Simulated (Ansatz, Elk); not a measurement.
## How far do independent atoms describe Zr2SnB?

The structure of Zr2SnB used here is made up (a known structure type with other elements) and was relaxed beforehand with PBE. The aim is the Fourier transform of its all-electron density, F(hkl), set beside the sum over free spherical atoms that refinements use.

Main program and level: Elk 11.2.3 (patched build); DFT, PBE, all-electron APW+lo, Dirac cores, scalar-relativistic bands, static density, no spin.

This account leaves out most program logs.

The structure was built from a prototype and need not be the compound's stable phase.

### 1. Starting point

Symmetry: P6_3/mmc, No. 194, hexagonal system. The conventional cell has a = 3.476 Å, b = 3.476 Å, c = 14.898 Å, α = 90.00°, β = 90.00°, γ = 120.00°. Nearest to Sn lie 6 Zr at 3.15 Å and 6 Sn at 3.48 Å. Nearest to Zr lie 3 B at 2.39 Å and 3 Sn at 3.15 Å. Nearest to B lie 6 Zr at 2.39 Å. Farther neighbours are not listed.

### 2. Ground state and structure factors

An all-electron density is needed, since X-rays see the cores too. Task 0 finds the density and task 195 Fourier-transforms it; tshift is off so that phases refer to the origin typed.

File elk.in:

```
tasks
  0
  195

xctype
  20

spinpol
  .false.

rgkmax
  7.0

gmaxvr
  14.0

lmaxo
  7

lmaxapw
  8

swidth
  0.002

tshift
  .false.

ramdisk
  .false.

hmaxvr
  5.5

maxscl
  120

epspot
  1e-06

sppath
  './'

avec
  6.56850587274 0.00000000000 0.00000000000
  -3.28425293637 5.68849295070 0.00000000000
  0.00000000000 0.00000000000 28.15393443733

atoms
  3
  'Sn.in'
  2
  0.6666666667 0.3333333333 0.2500000000   0.000000 0.000000 0.000000
  0.3333333333 0.6666666667 0.7500000000   0.000000 0.000000 0.000000
  'Zr.in'
  4
  0.6666666667 0.3333333333 0.9133505216   0.000000 0.000000 0.000000
  0.6666666667 0.3333333333 0.5866494784   0.000000 0.000000 0.000000
  0.3333333333 0.6666666667 0.4133505216   0.000000 0.000000 0.000000
  0.3333333333 0.6666666667 0.0866494784   0.000000 0.000000 0.000000
  'B.in'
  2
  0.0000000000 -0.0000000000 0.5000000000   0.000000 0.000000 0.000000
  -0.0000000000 -0.0000000000 -0.0000000000   0.000000 0.000000 0.000000

ngridk
  7 7 2
```

Started as:

```console
> OMP_NUM_THREADS=4 elk
```

The job ended after 49 s (4 threads of AMD EPYC 7B13 (Zen 3), shared host; peak memory 0.31 GiB).

SFACRHO.OUT:

```text

h k l indices transformed by vhmat matrix:
   1.000000000       0.000000000       0.000000000    
   0.000000000       1.000000000       0.000000000    
   0.000000000       0.000000000       1.000000000    

      h      k      l  multipl.   |H|            Re(F)            Im(F)           |F|

      0      0      0      1   0.0000000       270.00000     -0.47786354E-16   270.00000    
      0      0      1      2  0.22317255      0.14599002E-13  0.75847447E-14  0.16451723E-13
      0      0     -2      2  0.44634510      -15.956295      0.62191591E-15   15.956295    
      0      0      3      2  0.66951765     -0.63870632E-14  0.85593030E-15  0.64441596E-14
      0      0     -4      2  0.89269020       17.530789      0.12126990E-14   17.530789    
     -1      0      0      6   1.1045430      -101.41124      0.47429768E-13   101.41124    
      0      0      5      2   1.1158627      0.12044176E-12  0.32431798E-14  0.12048542E-12
      1     -1      1      6   1.1268635      -14.283986     -0.10708674E-13   14.283986    
      0      1     -1      6   1.1268635       14.283986     -0.27108972E-15   14.283986    
      0     -1      2      6   1.1913183       18.058564     -0.56207445E-15   18.058564    
      0     -1     -2      6   1.1913183       18.058564      0.59909577E-15   18.058564    
     -1      0     -3      6   1.2916150      -179.29904      0.61233942E-13   179.29904    
      0     -1     -3      6   1.2916150       179.29904     -0.26498182E-14   179.29904    
      0      0     -6      2   1.3390353      -198.17357      0.17115774E-14   198.17357    
      1     -1      4      6   1.4201800      0.98427133     -0.19801620E-13  0.98427133    
      0      1     -4      6   1.4201800      0.98427133      0.47499473E-14  0.98427133    
      0      0      7      2   1.5622078     -0.69345257E-13  0.17713175E-14  0.69367876E-13
     -1      1     -5      6   1.5700844      -24.190950      0.61318696E-14   24.190950
```

Elk indexes on the primitive cell of elk.in and gives |H| = 4π sin θ/λ in inverse bohr. Below, one row stands for each form hkl of the conventional cell (m members, Friedel mates merged), F is for one primitive cell and the density is static (no thermal factor). Free-atom factors are Waasmaier and Kirfel's, and R is Σm||F|−|F'||/Σm|F|.

```csv
hkl,m,sin θ/λ (Å⁻¹),"abs F, DFT",neutral atoms,diff.
001,2,0.034,0.000,0.000,+0.000
002,2,0.067,15.956,16.665,-0.709
003,2,0.101,0.000,0.000,+0.000
004,2,0.134,17.531,16.853,+0.678
100,6,0.166,101.411,102.024,-0.613
005,2,0.168,0.000,0.000,+0.000
101,12,0.170,14.284,14.137,+0.147
102,12,0.179,18.059,17.440,+0.618
103,12,0.194,179.299,179.754,-0.455
006,2,0.201,198.174,199.328,-1.154
104,12,0.214,0.984,0.700,+0.284
007,2,0.235,0.000,0.000,+0.000
105,12,0.236,24.191,24.227,-0.036
106,12,0.261,98.013,98.188,-0.175
008,2,0.269,37.459,37.519,-0.061
110,6,0.288,185.320,185.329,-0.009
107,12,0.288,1.622,2.043,-0.421
111,12,0.290,0.000,0.000,+0.000
```

### 3. The highest occupied states alone

An energy window below the Fermi level keeps the highest occupied states, to see at which angles they scatter; shallow core shells can lie inside it and anion s states outside. No new self-consistency is needed.

Edit elk.in of step 2 so:

```diff
@@ -1,3 +1,2 @@
 tasks
-  0
   195
@@ -40,2 +39,5 @@
 
+wsfac
+  -0.260010 0.591230
+
 sppath
```

Started as:

```console
> OMP_NUM_THREADS=4 elk
```

Elapsed: 17 s, on 4 threads; peak memory 0.2 GiB; 20 s of CPU time.

States within 15 eV below the Fermi level hold 30.00 electrons; any levels below the window count with the cores. Their amplitudes can exceed the total, where window and core parts have opposite phase:

```csv
hkl,sin θ/λ (Å⁻¹),"abs F, window","abs F, all"
001,0.034,0.000,0.000
002,0.067,5.074,15.956
003,0.101,0.000,0.000
004,0.134,3.801,17.531
100,0.166,0.993,101.411
005,0.168,0.000,0.000
101,0.170,0.065,14.284
102,0.179,2.532,18.059
103,0.194,1.487,179.299
006,0.201,0.699,198.174
```

### 4. Another functional

The difference from free atoms is small, so it is set against the change that LDA (Perdew-Wang) makes.

Edit elk.in of step 3 so:

```diff
@@ -1,2 +1,3 @@
 tasks
+  0
   195
@@ -4,3 +5,3 @@
 xctype
-  20
+  3
 
@@ -39,5 +40,2 @@
 
-wsfac
-  -0.260010 0.591230
-
 sppath
```

Started as:

```console
> OMP_NUM_THREADS=4 elk
```

Wall time 29 s (4 threads); peak memory 0.24 GiB.

Against the first run R = 0.04 %; the largest change is -0.066 at 110.

### 5. Basis size

A smaller basis shows how fast F responds to it; the change is likely larger than the basis error of the first run, but doesn't show convergence.

Edit elk.in of step 4 so:

```diff
@@ -5,3 +5,3 @@
 xctype
-  3
+  20
 
@@ -11,3 +11,3 @@
 rgkmax
-  7.0
+  5.5
```

Started as:

```console
> OMP_NUM_THREADS=4 elk
```

Run time: 45 s. Hardware: 4 threads; peak memory 0.29 GiB; 1.7 min of CPU time.

Against the first run R = 0.04 %; the largest change is +0.107 at 203.

### 6. Settings against the effect

```csv
run,R against the first run (%),"R against neutral atoms, low angle (%)",wall time
"PBE, rgkmax 7",0.00,0.55,49 s
LDA (Perdew-Wang),0.04,0.55,29 s
rgkmax 5.5,0.04,0.56,45 s
```

### 7. Results

| Quantity | Value |
| --- | --- |
| R against neutral atoms, sin θ/λ < 0.3 Å⁻¹ | 0.55 % |
| R against neutral atoms, 0.3 to 0.72 Å⁻¹ | 0.26 % |

Independent neutral atoms miss the calculated amplitudes by R = 0.55 % below 0.3 Å⁻¹ and 0.26 % from there to 0.72 Å⁻¹; by shells, 4.14 % below 0.15 Å⁻¹ (2 forms), 0.51 % 0.15 to 0.3 (12 forms), 0.27 % 0.3 to 0.45 (24 forms), 0.25 % above 0.45 (83 forms). Bonding, aspherical density and the tables' own atoms all enter these figures, and the runs don't part them. The largest change of an amplitude is -1.15 electrons, at 006. Weak lines can change much in proportion: 104 goes from 0.70 to 0.98. The window's part falls from 30.0 electrons at the origin to at most 0.34 between 0.45 and 0.72 Å⁻¹. Below 0.3 Å⁻¹ the changes that finished (LDA (Perdew-Wang) and rgkmax 5.5) move F by R = 0.06 % at most, against the 0.55 % that separates it from free atoms. The k-mesh has no finished test. Part of the difference isn't bonding: the tables are fits to free atoms and ions calculated by other methods than this functional. Thermal motion, anomalous dispersion and extinction are left out.

[Logs are printed without paths, hosts, clocks, repeated set-up lines and the standing remarks that a program may print on its own settings, such as how far it seeks lower states.]

[Hosts, paths, dates, database ids (printed as entryN), source tags and the programs' standing remarks are cut or masked in the printed files.]
